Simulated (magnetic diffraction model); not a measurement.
**Solving a magnetic structure from powder neutron data: YbMg2NbS6**

Space group Fm-3m (no. 225), a = 9.4630 Å.

| site | atom | x | y | z |
| --- | --- | --- | --- | --- |
| 4b | Yb | 1/2 | 0 | 0 |
| 4a | Nb | 0 | 0 | 0 |
| 24e | S | 1/2 | 0.2584 | 0 |
| 8c | Mg | 1/4 | 1/4 | 3/4 |

The compound is invented for this exercise: a known structure type with other elements, its cell scaled to their sizes and not relaxed.

Only Yb is taken to order (form factors of Yb3+); orders and moment sizes are assumed, and not adapted to the symmetry. Radiation: neutrons of λ = 1.594 Å, 8° to 80°; isotropic B of 0.37 Å² (Yb), 0.45 Å² (Nb), 0.72 Å² (S) and 0.59 Å² (Mg). The intensities are simulated: I ∝ L Σ (|F_N|² + |F_M⊥|²) for unpolarised neutrons, with F_M = 2.695 fm/μB × Σ f(s) S exp(2πi Q·r) exp(−B s²) at Q = H ± k (one set where k and −k are equivalent), only the part normal to Q counting and L = 1/(sin²θ cos θ). For collinear order S is the moment m, which repeats by lattice and centring translations R with the sign exp(−2πi k·R). Form factors are spin-only for 3d ions and dipole or tabulated for f ions, scattering lengths are Sears's of 1992, and absorption is left out. A label names one of the reflections at its angle. The strongest nuclear line in the range is 100, and lines under 0.2 are left out.

Above the ordering temperature:

```tsv
2θ (°)	index	I
16.78	(1 1 1)	5.9
19.39	(2 0 0)	34.4
27.56	(2 2 0)	100.0
32.44	(3 1 1)	7.8
33.93	(2 2 2)	4.7
39.38	(4 0 0)	91.9
43.08	(3 3 1)	6.7
44.25	(4 2 0)	27.8
48.74	(4 2 2)	67.8
51.91	(5 1 1)	3.4
56.91	(4 4 0)	93.2
59.77	(5 3 1)	3.4
60.71	(6 0 0)	20.0
64.37	(6 2 0)	43.5
67.05	(5 3 3)	2.2
67.93	(6 2 2)	3.3
71.40	(4 4 4)	42.4
73.95	(7 1 1)	3.0
74.80	(6 4 0)	12.0
78.14	(6 4 2)	64.7
```

Below it (cell unchanged):

```
2θ (°)      I
 16.78   16.3
 19.39   40.2
 27.56  105.4
 32.44   15.4
 33.93    7.0
 39.38   93.1
 43.08   10.6
 44.25   31.4
 48.74   70.7
 51.91    6.6
 56.91   94.1
 59.77    6.7
 60.71   22.0
 64.37   44.9
 67.05    3.5
 67.93    4.5
 71.40   42.8
 73.95    4.9
 74.80   13.0
 78.14   66.3
```

**Question.** Find the propagation vector, then choose among these models:
A. collinear moments along [100], 2.8 μB on Yb
B. collinear moments along [101], 2.8 μB on Yb
C. collinear moments along [001], 2.8 μB on Yb

No line moves, and magnetic intensity falls on nuclear lines such as the one at 16.78°, so the magnetic cell equals the chemical primitive cell: k = 0.

Magnetic intensity, observed (below minus above) and for each model:

| 2θ (°) | index | observed | A | B | C |
| --- | --- | --- | --- | --- | --- |
| 16.78 | (1 1 1) | 10.5 | 10.5 | 10.5 | 10.5 |
| 19.39 | (2 0 0) | 5.8 | 5.8 | 5.8 | 5.8 |
| 27.56 | (2 2 0) | 5.4 | 5.4 | 5.4 | 5.4 |
| 32.44 | (3 1 1) | 7.5 | 7.5 | 7.5 | 7.5 |
| 33.93 | (2 2 2) | 2.3 | 2.3 | 2.3 | 2.3 |
| 39.38 | (4 0 0) | 1.2 | 1.2 | 1.2 | 1.2 |
| 43.08 | (3 3 1) | 3.9 | 3.9 | 3.9 | 3.9 |
| 44.25 | (4 2 0) | 3.6 | 3.6 | 3.6 | 3.6 |

Models A, B and C match alike on every line, so these data can't choose among them (such ties are often domains of one structure): a powder sees only the angle between collinear moments and the unique axis of a uniaxial spin configuration, and no direction at all where the configuration is cubic.

The structure used: k = (0 0 0), collinear moments along [101], 2.8 μB on Yb.

[Logs are printed without paths, hosts, clocks, repeated set-up lines and the standing remarks that a program may print on its own settings, such as how far it seeks lower states.]
